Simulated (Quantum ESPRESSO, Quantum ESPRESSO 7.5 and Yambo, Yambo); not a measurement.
**BaTiO3 (P4mm): G0W0 on several meshes in Yambo**

Aim: the GW shift of BaTiO3 (P4mm) against the k mesh.

Main program and level: Quantum ESPRESSO 7.5 and Yambo 5.3.0; PBE and many-body steps on it, plane waves.

### Step 1. The starting structure

The structure is tetragonal, space group P4mm (No. 99). Conventional cell: a = 3.990 Å, b = 3.990 Å, c = 4.023 Å, α = 90.00°, β = 90.00°, γ = 90.00°. Ba has 12 O at 2.80 to 2.87 Å nearest. Nearest to Ti lie 6 O at 1.84 to 2.18 Å. Nearest to O lie 2 Ti at 1.84 to 2.18 Å and 4 Ba at 2.82 Å. Nearest to O lie 2 Ti at 2.00 Å and 4 Ba at 2.80 to 2.87 Å. Farther neighbours and most contacts between anions are not listed.

The cell and positions come from the Crystallography Open Database and are kept as given unless a step says otherwise. Spin-orbit coupling is left out unless a step names it.

### Step 2. Empty states on the mesh, 4×4×4 mesh, 287 bands

This step: Quantum ESPRESSO 7.5; DFT, PBE, plane waves, norm-conserving pseudopotentials.

The sums over transitions need many empty states on a uniform mesh; this step solves for them.

pw.in reads:

```
&control
  calculation = 'nscf'
  prefix = 'x'
  outdir = 'o'
  pseudo_dir = 'pseudo'
/
&system
  ibrav = 0
  nat = 5
  ntyp = 3
  ecutwfc = 76.0
  nbnd = 287
  force_symmorphic = .true.
/
&electrons
  conv_thr = 1e-9
  electron_maxstep = 80
  diago_full_acc = .true.
  diago_thr_init = 5e-6
/
ATOMIC_SPECIES
  Ba 137.33 Ba.upf
  Ti 47.867 Ti.upf
  O 15.999 O.upf
CELL_PARAMETERS angstrom
  3.9904800000 0.0000000000 0.0000000000
  0.0000000000 3.9904800000 0.0000000000
  0.0000000000 0.0000000000 4.0230300000
ATOMIC_POSITIONS crystal
  Ba 0.0000000000 0.0000000000 0.0000000000
  Ti 0.5000000000 0.5000000000 0.5220000000
  O 0.5000000000 0.5000000000 0.9790000000
  O 0.5000000000 0.0000000000 0.4880000000
  O 0.0000000000 0.5000000000 0.4880000000
K_POINTS automatic
  4 4 4 0 0 0
```

Run with:

```sh
$ OMP_NUM_THREADS=1 mpirun -n 4 pw.x -nk 4 -in pw.in > pw.out
```

The log of the run:

```text
Program PWSCF v.7.5 starts

     This program is part of the open-source Quantum ESPRESSO suite
     for quantum simulation of materials; please cite
         "P. Giannozzi et al., J. Phys.:Condens. Matter 21 395502 (2009);
         "P. Giannozzi et al., J. Phys.:Condens. Matter 29 465901 (2017);
         "P. Giannozzi et al., J. Chem. Phys. 152 154105 (2020);
     in publications or presentations arising from this work. More details at

     Atomic positions and unit cell read from directory:
     o/x.save/

     Message from routine setup:
[...]
52.2417  52.2417  54.2265  54.5769  54.5769  55.3029  55.3029  56.0633
     [... 24 further rows ...]
   145.3299 145.5824 145.5824 145.8906 147.1656 147.1656 147.4259 148.2985
   148.7008 148.7008 148.7238 149.0941 149.4812 149.4812 149.4856

          k = 0.0000 0.2500 0.0000 (  4821 PWs)   bands (ev):

     [... further k-points ...]

     highest occupied, lowest unoccupied level (ev):    10.4956   12.3468

     XML data file, pseudopotentials, collected wavefunctions

=------------------------------------------------------------------------------=
   JOB DONE.
=------------------------------------------------------------------------------=
```

Elapsed: 79 s, on 4 MPI ranks of Arm Neoverse V2, shared host; peak memory 0.71 GiB.

This step gave:

- gap: 1.851 eV
- k of the valence top: -0.5, -0.5, -0.5
- k of the conduction bottom: 0, 0, 0
- least direct gap: 2.222 eV
- k points computed: 18
- lowest point of the top converged band, above the valence top: 134.6930 eV

On this mesh the gap is 1.851 eV.

The density comes from a self-consistent run that is not shown.

### Step 3. Conversion and set-up

This step: Yambo 5.3.0; conversion and set-up on PBE, plane waves, norm-conserving pseudopotentials.

The states are converted to the many-body program's format and the q mesh is built.

Run with:

```sh
$ (cd o/x.save; p2y > p2y.log; mv SAVE ../..); yambo > setup.log
```

The log of the run:

```text
 Yambo, version 5.3.0

 [02] CORE Variables Setup
 =========================

  [02.01] Unit cells
  ==================

  Cell kind             :  Unknown
  Atoms in the cell     :  Ba  Ti  O
  number of Ba atoms    :  1
  number of Ti atoms    :  1
  number of O  atoms    :  3

  List of atomic masses
  Mass of Ba    :  137.3300
  Mass of Ti    :  47.86700
  Mass of O     :  15.99900

  List of atomic coordinates    : [cc]
  Ba1       :  0.000000  0.000000  0.000000  order 1
  Ti1       :  3.770457  3.770457  3.968466  order 2
[...]
K/Q-points units:
 rlu = crystal or reduced units; cc = cartesian coordinates; iku = interal k-units

 Q [ 1]         [rlu]:  0.000000  0.000000  0.000000
 Q [ 2]         [rlu]:  0.000000  0.000000  0.250000
 Q [ 3]         [rlu]:  0.000000  0.000000 -0.500000
[...]
Q [ 8]         [rlu]:  0.000000 -0.500000  0.250000
 Q [ 9]         [rlu]:  0.000000 -0.500000 -0.500000
 Q [10]         [rlu]:  0.250000  0.250000  0.000000
     [... 6 further rows ...]
 Q [17]         [rlu]: -0.500000 -0.500000  0.250000
 Q [18]         [rlu]: -0.500000 -0.500000 -0.500000

  [03.01] X indexes
  =================

   [03.01.01] Sigma indexes
   ========================

 [06] Game Over & Game summary
```

Elapsed: 3 s, on 1 MPI rank; peak memory 0.25 GiB.

### Step 4. 4×4×4

Now the one-shot GW correction: screening in the RPA, then the self-energy of the levels asked for.

This step: G0W0 on PBE, plane waves, norm-conserving pseudopotentials.

gw2.in reads:

```
HF_and_locXC
gw0
dyson
ppa
em1d
rim_cut
RandQpts= 1000000
RandGvec= 1 RL
EXXRLvcs= 76 Ry
VXCRLvcs= 304 Ry
Chimod= "HARTREE"
% BndsRnXp
 1 | 129 |
%
NGsBlkXp= 10 Ry
% LongDrXp
 1 | 1 | 1 |
%
% GbndRnge
 1 | 129 |
%
DysSolver= "n"
ExtendOut
PPAPntXp= 27.21138 eV
% QPkrange
 18 | 18 | 19 | 22 |
 1 | 1 | 19 | 22 |
%
```

Run with:

```sh
$ OMP_NUM_THREADS=1 mpirun -n 4 yambo -F gw2.in -J gw2 -C gw2 > gw2.log
```

The log of the run:

```text
 Yambo, version 5.3.0

 [02] CORE Variables Setup
 =========================

  [... cell, symmetries and grids as in the set-up ...]

  [02.05] Energies & Occupations
  ==============================

  [X] === General ===
  [X] Electronic Temperature                        :  0.000000  0.000000 [eV K]
  [X] Bosonic    Temperature                        :  0.000000  0.000000 [eV K]
  [X] Finite Temperature mode                       : no
  [X] El. density                                   :  0.62439E+24 [cm-3]
  [X] Fermi Level                                   :  10.49564 [eV]

  [X] === Gaps and Widths ===
  [X] Conduction Band Min                           :  1.851171 [eV]
  [X] Valence Band Max                              :  0.000000 [eV]
  [X] Filled Bands                                  :  20
  [X] Empty Bands                                   :   21  287
  [X] Direct Gap                                    :  2.221732 [eV]
  [X] Direct Gap localized at k                     :  1
  [X] Indirect Gap                                  :  1.851171 [eV]
  [X] Indirect Gap between kpts                     :  18   1
  [X] Last valence band width                       :  0.967689 [eV]
  [X] 1st conduction band width                     :  2.396446 [eV]

 [03] Transferred momenta grid and indexing
 ==========================================

 IBZ Q-points                                      :  18
 BZ  Q-points                                      :   64

 K/Q-points units:
 rlu = crystal or reduced units; cc = cartesian coordinates; iku = interal k-units

 Q [ 1]         [rlu]:  0.000000  0.000000  0.000000
 Q [ 2]         [rlu]:  0.000000  0.000000  0.250000
 Q [ 3]         [rlu]:  0.000000  0.000000 -0.500000
 Q [ 4]         [rlu]:  0.000000  0.250000  0.000000
 Q [ 5]         [rlu]:  0.000000  0.250000  0.250000
 Q [ 6]         [rlu]:  0.000000  0.250000 -0.500000
 Q [ 7]         [rlu]:  0.000000 -0.500000  0.000000
 Q [ 8]         [rlu]:  0.000000 -0.500000  0.250000
 Q [ 9]         [rlu]:  0.000000 -0.500000 -0.500000
 Q [10]         [rlu]:  0.250000  0.250000  0.000000
     [... 6 further rows ...]
 Q [17]         [rlu]: -0.500000 -0.500000  0.250000
 Q [18]         [rlu]: -0.500000 -0.500000 -0.500000

 [04] Coloumb potential Random Integration (RIM)
 ===============================================

  [04.01] RIM initialization
  ==========================

  * Diagonal components only detected *

  8 x (sBL volume)        :  0.071722 [a.u.]
  sBZ random points       :  1000000
  Points outside the sBZ  :   7992674
  RL volume               :  0.573772 [a.u.]
  Integrated volume       :  0.574298 [a.u.]

  [04.02] RIM integrals
  =====================

  Gamma point sphere radius             :  0.075365 [a.u.]
  Points outside the sphere             :   799811
  [Int_sBZ(q=0) 1/q^2]*(Vol_sBZ)^(-1/3) =:  7.678270
                                 should be <:  7.795600

  Summary of Coulomb integrals for non-metallic bands |Q|[au] RIM/Bare

  Q [1] 0.100000E-4 0.984949 * Q [2] 0.206618 1.046119
  Q [4] 0.208303 1.052505 * Q [5] 0.293396 1.049018
  Q [10] 0.294585 1.050977 * Q [11] 0.359821 1.035731
  Q [3] 0.413236 1.019402 * Q [7] 0.416606 1.019496
  Q [6] 0.462768 1.018035 * Q [8] 0.465029 1.017337
  Q [13] 0.465780 1.017829 * Q [12] 0.507488 1.016008
  Q [14] 0.509551 1.015385 * Q [9] 0.586792 1.011894
  Q [16] 0.589170 1.011790 * Q [15] 0.622667 1.010825
  Q [17] 0.624350 1.010447 * Q [18] 0.719643 1.008389

 [WARNING] [Xp] User bands 1-129 break level degeneracy

 [05] Dipoles
 ============

  [05.01] Setup: observables and procedures
  =========================================

  [WARNING] [x,Vnl] slows the Dipoles computation. To neglect it rename the ns.kb_pp file

 [06] Dynamic Dielectric Matrix (PPA)
 ====================================

 [WR./gw2//ndb.pp]---------------------------------------------------------------
  Brillouin Zone Q/K grids (IBZ/BZ)                :   18   64   18   64
  RL vectors                                       :   5983 [WF]
[...]
X matrix size                                    :  253
  X band range                                     :    1  129
  X e/h energy range                               : -1.000000 -1.000000 [eV]
  X Time ordering                                  : R
  X Hxc Kernel                                     : HARTREE
  X Drude frequency                                :  0.000000  0.000000
  X poles                                          :  100.0000 [o/o]
  RL vectors in the sum                            :   5983
  [r,Vnl] included                                 : yes
  Field direction                                  :  0.577350E-5  0.577350E-5  0.577350E-5
  BZ energy Double Grid                            : no
  BZ energy DbGd points                            : 0
  BZ Q point size factor                           : -1.000000
  X Optical Averaged directions                    : none

 [07] Local Exchange-Correlation + Non-Local Fock
 ================================================

 [VXC] Plane waves :   38715
 [EXS] Plane waves :   4897

 QP @ state[ 1 ] K range:  1  1
 QP @ state[ 1 ] b range:  19  22
 QP @ state[ 2 ] K range:  18  18
 QP @ state[ 2 ] b range:  19  22

 [xc] Functional : Perdew, Burke & Ernzerhof(X)+Perdew, Burke & Ernzerhof(C)
 [xc] LIBXC used to calculate xc functional
  PP Number of Atomic Species                      :  3
  NLCC RL compoments                               :   38715
  PP Number of Atomic Species                      :  3
  NLCC RL compoments                               :   38715

 [xc] E_xc :  -21.67922 [Ha]
      E_xc :  -43.35844 [Ry]

  Local XC kind (lXC) : Perdew, Burke & Ernzerhof(X)+Perdew, Burke & Ernzerhof(C)
  Non-Local XC kind (nlXC) : Hartree-Fock

  Corrections @ K [1] :  [eV]
 <19|nlXC|19> = -24.43206  0.17587E-16 <19|lXC|19> = -20.00498 -0.37763E-15
 <20|nlXC|20> = -24.43191 -0.27935E-17 <20|lXC|20> = -20.00498 -0.18882E-15
 <21|nlXC|21> = -11.39896  0.23850E-17 <21|lXC|21> = -18.77475  0.000000
 <22|nlXC|22> = -12.09061 -0.10896E-17 <22|lXC|22> = -19.06031  0.37763E-15

  Corrections @ K [18] :  [eV]
 <19|nlXC|19> = -24.90329  0.24303E-16 <19|lXC|19> = -19.96286 -0.37763E-15
 <20|nlXC|20> = -24.96123  0.24942E-17 <20|lXC|20> = -20.00654  0.18882E-15
 <21|nlXC|21> = -13.09651 -0.83928E-18 <21|lXC|21> = -21.85264  0.000000
 <22|nlXC|22> = -13.21928  0.47049E-18 <22|lXC|22> = -21.85357 -0.18882E-15

  [07.01] Hartree-Fock occupations report
  =======================================

  [Hartree-Fock] === General ===
  [Hartree-Fock] Electronic Temperature             :  0.000000  0.000000 [eV K]
  [Hartree-Fock] Bosonic    Temperature             :  0.000000  0.000000 [eV K]
  [Hartree-Fock] Finite Temperature mode            : no
  [Hartree-Fock] El. density                        :  0.62439E+24 [cm-3]
  [Hartree-Fock] Fermi Level                        :  10.49564 [eV]

  [Hartree-Fock] === Gaps and Widths ===
  [Hartree-Fock] Conduction Band Min                :  1.925171 [eV]
  [Hartree-Fock] Valence Band Max                   : -0.036277 [eV]
  [Hartree-Fock] Filled Bands                       :  20
  [Hartree-Fock] Empty Bands                        :   21  287
  [Hartree-Fock] Direct Gap                         :  2.473257 [eV]
  [Hartree-Fock] Direct Gap localized at k          :  2
  [Hartree-Fock] Indirect Gap                       :  1.961449 [eV]
  [Hartree-Fock] Indirect Gap between kpts          :  17   2
  [Hartree-Fock] Last valence band width            :  4.918411 [eV]
  [Hartree-Fock] 1st conduction band width          :  11.07858 [eV]

 [08] Dyson equation: Newton solver
 ==================================

  [08.01] G0W0 (W PPA)
  ====================

  [  GW  ] Bands range     :    1  129
  [GW/PPA] G damping       :  0.100000 [eV]

  QP @ state[ 1 ] K range:  1  1
  QP @ state[ 1 ] b range:  19  22
  QP @ state[ 2 ] K range:  18  18
  QP @ state[ 2 ] b range:  19  22

   Sc/G bands                                       :    1  129
   Sc/G damping                                     :  0.100000 ev
   Sc bands terminator                              : no
   Sx RL components                                 :   4897

   QP @ state[ 1 ] K range                          :  1  1
   QP @ state[ 1 ] b range                          :  19  22
   QP @ state[ 2 ] K range                          :  18  18
   QP @ state[ 2 ] b range                          :  19  22
   GF energies kind                                 : Perdew, Burke & Ernzerhof(X)+Perdew, Burke & Ernzerhof(C)
   GF WF`s kind                                     : Perdew, Burke & Ernzerhof(X)+Perdew, Burke & Ernzerhof(C)
   Xs energies kind                                 : Perdew, Burke & Ernzerhof(X)+Perdew, Burke & Ernzerhof(C)
   Xs WF`s kind                                     : Perdew, Burke & Ernzerhof(X)+Perdew, Burke & Ernzerhof(C)

 [11] Game Over & Game summary
```

Wall time 4.1 min (4 MPI ranks); peak memory 2.1 GiB.

Numbers from this step:

```yaml
g0w0_gap_on_the_points_computed: 3.334 eV
starting_gap_on_the_mesh: 1.851 eV
k_of_the_valence_top: -0.5, -0.5, -0.5
k_of_the_conduction_bottom: 0, 0, 0
least_direct_g0w0_gap_on_the_computed_points: 3.717 eV
z_at_the_valence_top: 0.7641
z_at_the_conduction_bottom: 0.7786
```

The gap on the mesh goes from 1.85 eV to 3.33 eV, a correction of +1.48 eV.

### Step 5. Empty states on the mesh, 2×2×2 mesh, 129 bands

This step: Quantum ESPRESSO 7.5; DFT, PBE, plane waves, norm-conserving pseudopotentials.

Changes to pw.in since step 2:

```diff
@@ -11,3 +11,3 @@
   ecutwfc = 76.0
-  nbnd = 287
+  nbnd = 129
   force_symmorphic = .true.
@@ -35,2 +35,2 @@
 K_POINTS automatic
-  4 4 4 0 0 0
+  2 2 2 0 0 0
```

Run with:

```sh
$ OMP_NUM_THREADS=1 mpirun -n 4 pw.x -nk 4 -in pw.in > pw.out
```

The log of the run:

```text
[banner, memory and clock lines left out]
Program PWSCF v.7.5 starts

     Atomic positions and unit cell read from directory:
     o/x.save/

     Message from routine setup:
     using ibrav=0 with symmetry is DISCOURAGED, use correct ibrav instead

     G-vector sticks info

     bravais-lattice index     =            0
     lattice parameter (alat)  =       7.5409  a.u.
     unit-cell volume          =     432.3148 (a.u.)^3
     number of atoms/cell      =            5
     number of atomic types    =            3
     number of electrons       =        40.00
[...]
84.5331

          k = 0.0000 0.0000-0.4960 (  4846 PWs)   bands (ev):

[...]
[... 5 further rows ...]
[...]
84.2313

          k = 0.0000-0.5000 0.0000 (  4868 PWs)   bands (ev):

[...]
52.3635  52.4589  53.6814  54.6872  54.6885  54.7440  55.3754  56.1551
     [... 5 further rows ...]
    80.2722  80.3594  80.8614  81.4141  82.2903  83.2132  83.7392  83.7855
    84.1717

          k = 0.0000-0.5000-0.4960 (  4828 PWs)   bands (ev):

     [... further k-points ...]

     highest occupied, lowest unoccupied level (ev):    10.4956   12.3468

     XML data file, pseudopotentials, collected wavefunctions
```

Run time: 10 s. Hardware: 4 MPI ranks; peak memory 0.43 GiB; 40 s of CPU time.

Numbers from this step:

```
gap                                                           : 1.851 eV
k of the valence top                                          : -0.5, -0.5, -0.5
k of the conduction bottom                                    : 0, 0, 0
least direct gap                                              : 2.222 eV
k points computed                                             : 6
lowest point of the top converged band, above the valence top : 71.9660 eV
```

On this mesh the gap is 1.851 eV.

(Continued in part 2 of 2.)

[Paths, hosts, dates, memory and timing lines, banners, echoed tables and standing remarks are left out of the program output.]

[Logs are printed without paths, hosts, clocks, repeated set-up lines and the standing remarks that a program may print on its own settings, such as how far it seeks lower states.]

[Runs of the session that timed out or met a known fault of the program may be left out.]

[Hosts, paths, dates, database ids (printed as entryN), source tags and the programs' standing remarks are cut or masked in the printed files.]
